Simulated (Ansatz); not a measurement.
**Work function of K(100): what the settings cost and change**

Aim: the work function of K(100) across levels of theory at one geometry.

Method: plane-wave DFT, PBE, Ansatz PAW, in the first sound run; inputs show where later runs differ, in Ansatz 0.2.0.

### 1. Starting point

The cell holds 7 atoms: 7 K. Cell: a = 5.230 Å, b = 5.230 Å, c = 33.690 Å, α = 90.0°, β = 90.0°, γ = 90.0°. Vacuum lies along c.

### 2. Slab, setting PBE, Ansatz PAW (420 eV)

A work function rests on the faint tail of the density, so the SCF threshold is tight. PBE on the default files comes first; the next runs keep the geometry and change functional or files, each at the cutoff that its files recommend; a relaxation and, for heavy metals, spin-orbit coupling close the ladder.

The input, input.yaml:

```yaml
crystal:
  lattice:
    - [5.23, 0.0, 0.0]
    - [0.0, 5.23, 0.0]
    - [0.0, 0.0, 33.69]
  atoms:
    - { symbol: K, position: [0.0, 0.0, 0.267141585] }
    - { symbol: K, position: [0.5, 0.5, 0.3447610567] }
    - { symbol: K, position: [0.0, 0.0, 0.4223805283] }
    - { symbol: K, position: [0.5, 0.5, 0.5] }
    - { symbol: K, position: [0.0, 0.0, 0.5776194717] }
    - { symbol: K, position: [0.5, 0.5, 0.6552389433] }
    - { symbol: K, position: [0.0, 0.0, 0.732858415] }
kpoints:
  mp_grid: { grid: [8, 8, 1] }
hamiltonian:
  xc: pbe
scf:
  occupations: { method: fermi_dirac, width: 0.1 }
  convergence: { dr2_threshold: 1.0e-09 }
efield:
  axis: 3
  dipole_correction: true
  ramp_position: 0.97
  ramp_width: 0.06
output:
  write_potential: true
  write_density: true
  volumetric_format: npy
  elf: true
```

Run with:

```bash
ansatz run input.yaml --threads 2 --pin off --max-ram 3072MiB --backend cpu --events-out ev --progress --plain --runs-dir out
```

Numbers of over 12 decimals in the logs are rounded to 6 here.

Output:

```text
Engine: ansatz 0.2.0, aarch64-unknown-linux-gnu
Pseudopotentials: kind: paw
Pseudopotential: K, paw, valence charge 9, recommended cutoff 420 eV (normal), K.paw.azcp
Functional definition: PBE
  parameter kappa = 0.804
  parameter beta = 0.066725
  exchange = pbe_x(kappa = kappa, mu = beta*pi^2/3)
  correlation = pbe_c(beta = beta)
Crystal: 7 atoms, lattice volume = 921.519 Å³
Basis set: ecut = 420 eV, 18073 PW (Γ)
Bands: 39, of which v1, the nominal top of the filled ones, is band 32 counted from 1 (31 counted from 0)
Symmetry: 8 space group operations
k-points: 15 of 64
Non-local potential: K, projectors of the file, l = 0: 3, l = 1: 2, l = 2: 2
PAW form: soft (Blöchl's): semilocal exchange-correlation on the pseudo side does not see the compensation charge
PAW one-centre angular grid: K, 110 points (default); XC on 64 Gauss nodes
Initial density: superposition of atomic densities (neutral atoms: chi_scale 0, normalization atom), corrected by the library's trained network
Initial wavefunctions: pseudopotential atomic-orbital guess
Functional: x = pbe(κ = 0.804, μ = 0.219515), c = pbe(β = 0.066725)
SCF iter   1: F=—  HF=-10764.177750 eV  |F-HF|=—  |Δ(HF+E_count)|=         —  Δρ=3.66e-4  dr2=1.78e-2  ethr=1.77e-3  p=0.000 e·Å  D=2.48e-14 V/Å  ΔV_dip=-0.00 eV  dr2_dipole=7.68e-9  V_vac-E_F(+/−)=2.25/2.25 eV  ⟨swp⟩=12.8  Hψ=3042  notcnv=0
efield: sawtooth ramp at fractional position 0.9700 (set: `efield.ramp_position`, or a place that a band, a saddle search or an elastic batch's reference lends), width 0.0600; the density the first Hamiltonian is built on has a dipole p = 0.000 e·Å; the dipole correction subtracts the counter field D = 2.48e-14 V/Å, which shifts the + side's vacuum level by -0.00 eV against the − side's; the planar-averaged density in the ramp window peaks in size at 5.1e-6 e/Å³
preconditioner: auto → LDOS  [metal: Δε(μ)=0.033 eV  Ē_g=1.797 eV  σ=0.100 eV  W_gap=0.08  n_scr=90 (ndim 8)  ℏωp=3.2 eV  f_vac=0.412  D(μ)=5.80/eV (n_scr^D=10)  β→1.0]
SCF iter   2: F=—  HF=-10764.181639 eV  |F-HF|=—  |Δ(HF+E_count)|=   3.89e-3  Δρ=2.12e-4  dr2=1.14e-3  ethr=2.82e-5  p=-0.000 e·Å  D=-4.35e-6 V/Å  ΔV_dip=0.00 eV  dr2_dipole=1.28e-9  V_vac-E_F(+/−)=2.27/2.26 eV  ⟨swp⟩=3.1  Hψ=1134  notcnv=0
SCF iter   3: F=—  HF=-10764.181803 eV  |F-HF|=—  |Δ(HF+E_count)|=   1.63e-4  Δρ=2.18e-4  dr2=5.01e-4  ethr=1.82e-6  p=-0.000 e·Å  D=-5.29e-7 V/Å  ΔV_dip=0.00 eV  dr2_dipole=2.55e-10  V_vac-E_F(+/−)=2.26/2.26 eV  ⟨swp⟩=2.0  Hψ=981  notcnv=0
SCF iter   4: F=—  HF=-10764.181658 eV  |F-HF|=—  |Δ(HF+E_count)|=   1.45e-4  Δρ=2.29e-5  dr2=1.37e-5  ethr=7.96e-7  p=-0.000 e·Å  D=-4.78e-7 V/Å  ΔV_dip=0.00 eV  dr2_dipole=3.80e-11  V_vac-E_F(+/−)=2.26/2.26 eV  ⟨swp⟩=2.0  Hψ=952  notcnv=0
SCF iter   5: F=—  HF=-10764.181658 eV  |F-HF|=—  |Δ(HF+E_count)|=   2.42e-7  Δρ=8.85e-6  dr2=1.37e-6  ethr=2.18e-8  p=-0.000 e·Å  D=-1.14e-7 V/Å  ΔV_dip=0.00 eV  dr2_dipole=6.56e-13  V_vac-E_F(+/−)=2.26/2.26 eV  ⟨swp⟩=2.7  Hψ=1027  notcnv=0
SCF iter   6: F=—  HF=-10764.181605 eV  |F-HF|=—  |Δ(HF+E_count)|=   5.29e-5  Δρ=2.46e-6  dr2=1.43e-7  ethr=2.18e-9  p=-0.000 e·Å  D=-4.38e-8 V/Å  ΔV_dip=0.00 eV  dr2_dipole=1.44e-18  V_vac-E_F(+/−)=2.25/2.25 eV  ⟨swp⟩=2.1  Hψ=1068  notcnv=0
SCF iter   7: F=—  HF=-10764.181605 eV  |F-HF|=—  |Δ(HF+E_count)|=   1.87e-8  Δρ=5.18e-7  dr2=1.22e-8  ethr=2.28e-10  p=-0.000 e·Å  D=-1.27e-8 V/Å  ΔV_dip=0.00 eV  dr2_dipole=1.58e-13  V_vac-E_F(+/−)=2.25/2.25 eV  ⟨swp⟩=2.7  Hψ=1031  notcnv=0
SCF iter   8: F=—  HF=-10764.181605 eV  |F-HF|=—  |Δ(HF+E_count)|=   5.77e-9  Δρ=2.84e-7  dr2=1.29e-9  ethr=1.94e-11  p=-0.000 e·Å  D=-6.82e-9 V/Å  ΔV_dip=0.00 eV  dr2_dipole=4.93e-13  V_vac-E_F(+/−)=2.25/2.25 eV  ⟨swp⟩=2.6  Hψ=1057  notcnv=0
SCF iter   9: F=-10764.181605 eV  HF=-10764.181605 eV  |F-HF|=2.00e-10  |Δ(HF+E_count)|=  5.91e-10  Δρ=1.17e-7  dr2=3.39e-10  ethr=1.59e-12  p=-0.000 e·Å  D=-5.73e-9 V/Å  ΔV_dip=0.00 eV  dr2_dipole=2.53e-14  V_vac-E_F(+/−)=2.25/2.25 eV  ⟨swp⟩=8.9  Hψ=1630  notcnv=0
SCF 1 converged in 9 iterations: F = -10764.181605 eV  dr2 = 3.39e-10
  greatest PAW one-centre occupation: 0.988 electrons in one spin orbital (limit 2), on the K atom at site 4 (counted from 0), in its partial waves of l = 0
WARN: The output density's exchange-correlation potential varies sharply where the density is thin. Do not read a vacuum level from v_tot or v_xc, or from such a field of the output density. On a cell that repeats whose density bears no net charge and no dipole along the vacuum's axis use v_es (v_loc + v_h of the components); under efield.dipole_correction with no amplitude use v_es + v_field, which holds any externa [...]
SCF converged after 9 iterations
Free energy (F): -10764.181605 eV
Harris-Foulkes:  -10764.181605 eV  (|F-HF|=2.00e-10)
Internal energy: -10763.990709 eV  (E = F + TS)
E sigma→0 (E₀):  -10764.086157 eV
Entropy (-TS):   -0.190896 eV (-27.271 meV/atom)
Fermi energy:    0.039341 eV
Dipole field:    D = -0.000000 V/Å  (p = -0.000001 e·Å, saw-weighted, corrected)
Work function:   Φ+ = 2.2536 eV   Φ− = 2.2536 eV
Levels:          The Fermi level and band energies are counted from a zero that moves with the ramp; work functions are not
--- Per-component energies (eV) ---
  E_band       = -1113.294674
  E_kinetic    = 1765.180566
  E_local      = -20915.921071  (includes V_loc(G=0)·N_el)
  E_nonlocal   = 90.601866
  E_hartree    = 9644.945644
  E_xc         = -935.923365
  E_vxc        = -1140.770858  (∫ρ·V_xc dr)
  E_paw        = -5472.932901  (= ΣΔE_a)
  E_vpaw       = -202.274197  (= ΣTr[D̂ρ^β])
  E_aug_tail   = -0.000024  (compensation charges beyond the density's cutoff)
  E_efield     = 0.000000  (sawtooth field / dipole correction)
  E_vefield    = 0.000000  (∫n·V_field dr)
  E_ewald      = 5060.058575
  E_smearing   = -0.190896  (= −TS)
  E_closure    = -0.000000  (closes the sum)
  Σ components = -10764.181605   (vs F -10764.181605, Δ=0.00e0)
--- Band table (eV; the first three rows and the last of 15) ---
  k-point 0: bands = [... 28 lower, -2.0776, -1.7957, -1.3487, -0.7605, -0.1075, 0.5346, 1.1338, 1.6842, ... 3 higher]
  k-point 1: bands = [... 28 lower, -1.9790, -1.6992, -1.2556, -0.6718, -0.0238, 0.6121, 1.1983, 1.5476, ... 3 higher]
  k-point 2: bands = [... 28 lower, -1.6879, -1.4145, -0.9813, -0.4112, 0.2214, 0.8389, 0.9006, 1.1326, ... 3 higher]
  k-point 14: bands = [... 28 lower, 0.5510, 0.5823, 0.7741, 0.7741, 0.8090, 0.8991, 0.9304, 0.9304, ... 3 higher]
```

Elapsed: 59 s, on 2 threads of Arm Neoverse N1, shared host; peak memory 1.1 GiB; 2 min of CPU time.

The column dr2 measures how far the density is from self-consistency, as an energy; F and HF (Harris–Foulkes) agree once it is small.

Numbers from this step:

* energy at zero smearing: -10764.0862 eV
* work function, upper face: 2.254 eV

Running mean over 2.615 Å of the planar mean; the ramp of the sawtooth is left out. Table of electron's electrostatic potential energy less the Fermi level by z:

```
z (Å)  electron's electrostatic potential energy less the Fermi level (eV)
    4                                                                 2.25
    5                                                                 2.22
    6                                                                 2.11
    7                                                                 1.65
    8                                                               0.0217
    9                                                               -0.731
   10                                                               -0.743
   11                                                               -0.690
   12                                                               -0.688
   13                                                               -0.699
   14                                                               -0.696
   15                                                               -0.697
   16                                                               -0.708
   17                                                               -0.713
   18                                                               -0.705
   19                                                               -0.695
   20                                                               -0.697
   21                                                               -0.697
   22                                                               -0.685
   23                                                               -0.702
   24                                                               -0.759
   25                                                               -0.648
   26                                                                0.578
   27                                                                 1.88
   28                                                                 2.16
   29                                                                 2.23
   30                                                                 2.25
```

Electrostatic potential energy in the ca plane at fractional y = 0.000, with atoms of K within 0.2 Å of it. With pseudopotentials it is smooth inside the atoms' cores, unlike the true potential.

Ten even steps from '0' (-43 eV) to '9' (2 eV), each cell a mean:
```
20016899999998400048999999986100168999999999
53257999999998742368999999998522589999999999
87789999999999887889999999999877889999999999
99999999999999999999999999999999999999999999
99999999999999999999999999999999999999999999
99999999999999999999999999999999999999999999
99999999999999999999999999999999999999999999
99999999999999999999999999999999999999999999
99999999999999999999999999999999999999999999
99999999999999999999999999999999999999999999
98889999999999988899999999999888899999999999
75578999999999865689999999998755789999999999
30027899999998510158999999997300378999999999
10005899999998400037999999986100068999999999
```
Columns run along c (16.0 Å, from fractional 0.41 to 0.88 of the cell; values clipped at the 3rd and 97th percentile), rows up along a (5.2 Å). Atoms in or near the plane, at fractional coordinates: K at (0.42, 0.00), K at (0.58, 0.00), K at (0.73, 0.00).

ELF in the ca plane at fractional y = 0.000, with atoms of K within 0.2 Å of it. It is the smooth field of the valence electrons, not physical close to the nuclei.

Ten even steps from '0' (0.01) to '9' (0.87), each cell a mean:
```
99898301353005998996102541028988983000111000
99996101453002799983003552005999961000111000
46752003554200257630014554101467520001211000
01100024555310001100135555310011000012210000
00001245555532100001345556531000001222210000
32234555555554332234555556665432233433210000
55555655555555555555555556677766655543210000
44445555555555544445555556676654445443210000
11112355555543211123455556653211112332210000
00000135555421000000245555420000000122210000
23320013555200134310024554200234200001210000
79984002454101589861013553003799841001111000
99998201453004999995002542017999972000111000
98799301353005996896102541028977994000111000
```
Columns run along c (16.0 Å, from fractional 0.41 to 0.88 of the cell), rows up along a (5.2 Å). Atoms in or near the plane, at fractional coordinates: K at (0.42, 0.00), K at (0.58, 0.00), K at (0.73, 0.00).

Valence density in the ca plane at fractional y = 0.000, with atoms of K within 0.2 Å of it. It is the smooth field of the valence electrons, not physical close to the nuclei.

Values in e/Å³, 8 rows by 16 columns, each cell a mean:
```
2.6 1.2 0.0 0.0 0.1 1.9 2.0 0.1 0.0 0.0 1.1 2.7 0.2 0.0 0.0 0.0
0.3 0.2 0.0 0.0 0.0 0.2 0.3 0.0 0.0 0.0 0.1 0.3 0.0 0.0 0.0 0.0
0.0 0.0 0.0 0.0 0.0 0.0 0.0 0.0 0.0 0.0 0.0 0.0 0.0 0.0 0.0 0.0
0.0 0.0 0.0 0.0 0.0 0.0 0.0 0.0 0.0 0.0 0.0 0.0 0.0 0.0 0.0 0.0
0.0 0.0 0.0 0.0 0.0 0.0 0.0 0.0 0.0 0.0 0.0 0.0 0.0 0.0 0.0 0.0
0.0 0.0 0.0 0.0 0.0 0.0 0.0 0.0 0.0 0.0 0.0 0.0 0.0 0.0 0.0 0.0
0.8 0.4 0.0 0.0 0.0 0.5 0.6 0.0 0.0 0.0 0.3 0.8 0.1 0.0 0.0 0.0
3.2 1.6 0.0 0.0 0.1 2.3 2.5 0.1 0.0 0.0 1.4 3.3 0.3 0.0 0.0 0.0
```
Columns run along c (16.0 Å, from fractional 0.41 to 0.88 of the cell), rows up along a (5.2 Å). Atoms in or near the plane, at fractional coordinates: K at (0.42, 0.00), K at (0.58, 0.00), K at (0.73, 0.00).

The work function is 2.254 eV.

### 3. Run

This step: plane-wave DFT, LDA, Ansatz PAW (Ansatz 0.2.0).

Changes to input.yaml since step 2:

```diff
@@ -16,3 +16,3 @@
 hamiltonian:
-  xc: pbe
+  xc: lda
 scf:
@@ -29,2 +29 @@
   volumetric_format: npy
-  elf: true
```

Output:

```text
[...]
Crystal: 7 atoms, lattice volume = 921.519 Å³
Basis set: ecut = 420 eV, 18073 PW (Γ)
Bands: 39, of which v1, the nominal top of the filled ones, is band 32 counted from 1 (31 counted from 0)
Symmetry: 8 space group operations
k-points: 15 of 64
[...]
k-point 1: bands = [... 28 lower, -2.1474, -1.8669, -1.4205, -0.8310, -0.1733, 0.4717, 1.0585, 1.3974, ... 3 higher]
  k-point 2: bands = [... 28 lower, -1.8548, -1.5810, -1.1459, -0.5714, 0.0695, 0.6987, 0.7537, 0.9751, ... 3 higher]
  k-point 14: bands = [... 28 lower, 0.3535, 0.3851, 0.6174, 0.6557, 0.6557, 0.7115, 0.8043, 0.8043, ... 3 higher]
[key lines of the parts left out:]
SCF converged after 8 iterations
Free energy (F): -10473.288701 eV
Fermi energy:    -0.121087 eV
Dipole field:    D = -0.000000 V/Å  (p = -0.000000 e·Å, saw-weighted, corrected)
Work function:   Φ+ = 2.3740 eV   Φ− = 2.3741 eV
```

The job ended after 57 s (2 threads; peak memory 1.1 GiB; 1.9 min of CPU time).

The work function is 2.374 eV, +0.120 eV from the run “PBE, Ansatz PAW (420 eV)”, at 0.96 times its CPU time.

### 4. Slab

This step: plane-wave DFT, PBEsol, Ansatz PAW (Ansatz 0.2.0).

Changes to input.yaml since step 3:

```diff
@@ -16,3 +16,3 @@
 hamiltonian:
-  xc: lda
+  xc: pbesol
 scf:
```

Output:

```text
[...]
Crystal: 7 atoms, lattice volume = 921.519 Å³
Basis set: ecut = 420 eV, 18073 PW (Γ)
Bands: 39, of which v1, the nominal top of the filled ones, is band 32 counted from 1 (31 counted from 0)
Symmetry: 8 space group operations
k-points: 15 of 64
[...]
k-point 1: bands = [... 28 lower, -2.0069, -1.7274, -1.2828, -0.6975, -0.0508, 0.5829, 1.1716, 1.5240, ... 3 higher]
  k-point 2: bands = [... 28 lower, -1.7158, -1.4428, -1.0087, -0.4370, 0.1945, 0.8095, 0.8735, 1.1049, ... 3 higher]
  k-point 14: bands = [... 28 lower, 0.5234, 0.5547, 0.7452, 0.7452, 0.7818, 0.8695, 0.9000, 0.9000, ... 3 higher]
[key lines of the parts left out:]
SCF converged after 9 iterations
Free energy (F): -10611.847794 eV
Fermi energy:    0.011985 eV
Dipole field:    D = 0.000000 V/Å  (p = 0.000001 e·Å, saw-weighted, corrected)
Work function:   Φ+ = 2.2607 eV   Φ− = 2.2607 eV
```

Run time: 59 s. Hardware: 2 threads; peak memory 1.1 GiB; 1.9 min of CPU time.

The work function is 2.261 eV, +0.007 eV from the run “PBE, Ansatz PAW (420 eV)”, at 0.99 times its CPU time.

### 5. Run

This step: plane-wave DFT, RPBE, Ansatz PAW (Ansatz 0.2.0).

Changes to input.yaml since step 4:

```diff
@@ -16,3 +16,3 @@
 hamiltonian:
-  xc: pbesol
+  xc: rpbe
 scf:
```

Output:

```text
[...]
Crystal: 7 atoms, lattice volume = 921.519 Å³
Basis set: ecut = 420 eV, 18073 PW (Γ)
Bands: 39, of which v1, the nominal top of the filled ones, is band 32 counted from 1 (31 counted from 0)
Symmetry: 8 space group operations
k-points: 15 of 64
[...]
k-point 1: bands = [... 28 lower, -1.8739, -1.5949, -1.1537, -0.5742, 0.0670, 0.6956, 1.2733, 1.6285, ... 3 higher]
  k-point 2: bands = [... 28 lower, -1.5842, -1.3113, -0.8800, -0.3136, 0.3128, 0.9205, 0.9868, 1.2270, ... 3 higher]
  k-point 14: bands = [... 28 lower, 0.6693, 0.7006, 0.8459, 0.8459, 0.9222, 1.0065, 1.0065, 1.0102, ... 3 higher]
[key lines of the parts left out:]
SCF converged after 9 iterations
Free energy (F): -10794.296092 eV
Fermi energy:    0.136041 eV
Dipole field:    D = -0.000000 V/Å  (p = -0.000000 e·Å, saw-weighted, corrected)
Work function:   Φ+ = 2.1873 eV   Φ− = 2.1873 eV
```

It took 63 s on 2 threads; peak memory 1.1 GiB.

The work function is 2.187 eV, -0.066 eV from the run “PBE, Ansatz PAW (420 eV)”, at 1.1 times its CPU time.

### 6. Run

This step: plane-wave DFT, r2SCAN, Ansatz PAW (Ansatz 0.2.0).

Changes to input.yaml since step 5:

```diff
@@ -16,3 +16,3 @@
 hamiltonian:
-  xc: rpbe
+  xc: r2scan
 scf:
```

Output:

```text
[...]
Crystal: 7 atoms, lattice volume = 921.519 Å³
Basis set: ecut = 500 eV, 23503 PW (Γ), exchange–correlation on 160×160×1000 points (64 copies of the dense FFT grid, shifted against one another)
Bands: 39, of which v1, the nominal top of the filled ones, is band 32 counted from 1 (31 counted from 0)
Symmetry: 8 space group operations
k-points: 15 of 64
[...]
k-point 1: bands = [... 28 lower, -2.0705, -1.7725, -1.3007, -0.6792, -0.0029, 0.6568, 1.2884, 1.6869, ... 3 higher]
  k-point 2: bands = [... 28 lower, -1.7604, -1.4684, -1.0062, -0.3969, 0.2648, 0.8921, 0.9789, 1.2638, ... 3 higher]
  k-point 14: bands = [... 28 lower, 0.7180, 0.7522, 0.7815, 0.7815, 0.9618, 0.9618, 0.9775, 1.0665, ... 3 higher]
[key lines of the parts left out:]
SCF converged after 10 iterations
Free energy (F): -10796.992067 eV
Fermi energy:    0.084208 eV
Dipole field:    D = 0.000000 V/Å  (p = 0.000000 e·Å, saw-weighted, corrected)
Work function:   Φ+ = 2.2319 eV   Φ− = 2.2319 eV
```

Run time: 2.5 min. Hardware: 2 threads; peak memory 2.5 GiB; 5 min of CPU time.

The work function is 2.232 eV, -0.022 eV from the run “PBE, Ansatz PAW (420 eV)”, at 2.5 times its CPU time.

### 7. Run

This step: plane-wave DFT, PBE, JTH PAW (Ansatz 0.2.0).

Changes to input.yaml since step 6:

```diff
@@ -16,3 +16,4 @@
 hamiltonian:
-  xc: r2scan
+  xc: pbe
+  pseudopotentials: { kind: paw, source: jth }
 scf:
```

Output:

```text
[...]
k-point 1: bands = [... 28 lower, -1.9728, -1.6929, -1.2491, -0.6651, -0.0169, 0.6193, 1.2058, 1.5558, ... 3 higher]
  k-point 2: bands = [... 28 lower, -1.6817, -1.4082, -0.9748, -0.4044, 0.2284, 0.8461, 0.9081, 1.1402, ... 3 higher]
  k-point 14: bands = [... 28 lower, 0.5591, 0.5904, 0.7804, 0.7804, 0.8169, 0.9069, 0.9370, 0.9370, ... 3 higher]
[key lines of the parts left out:]
SCF converged after 11 iterations
Free energy (F): -10762.727082 eV
Fermi energy:    0.046275 eV
Dipole field:    D = -0.000000 V/Å  (p = -0.000000 e·Å, saw-weighted, corrected)
Work function:   Φ+ = 2.2535 eV   Φ− = 2.2535 eV
```

The job ended after 2.5 min (2 threads; peak memory 2 GiB; 5 min of CPU time).

The work function is 2.254 eV, -0.000 eV from the run “PBE, Ansatz PAW (420 eV)”, at 2.5 times its CPU time.

[end of part 1 of 2]

[Logs are printed without paths, hosts, clocks, repeated set-up lines and the standing remarks that a program may print on its own settings, such as how far it seeks lower states.]

[Hosts, paths, dates, database ids (printed as entryN), source tags and the programs' standing remarks are cut or masked in the printed files.]

[Maps of the electrostatic potential energy from Ansatz leave out the sawtooth potential of an applied field or a dipole correction, so their vacuum need not be flat; planar profiles and work functions include it.]
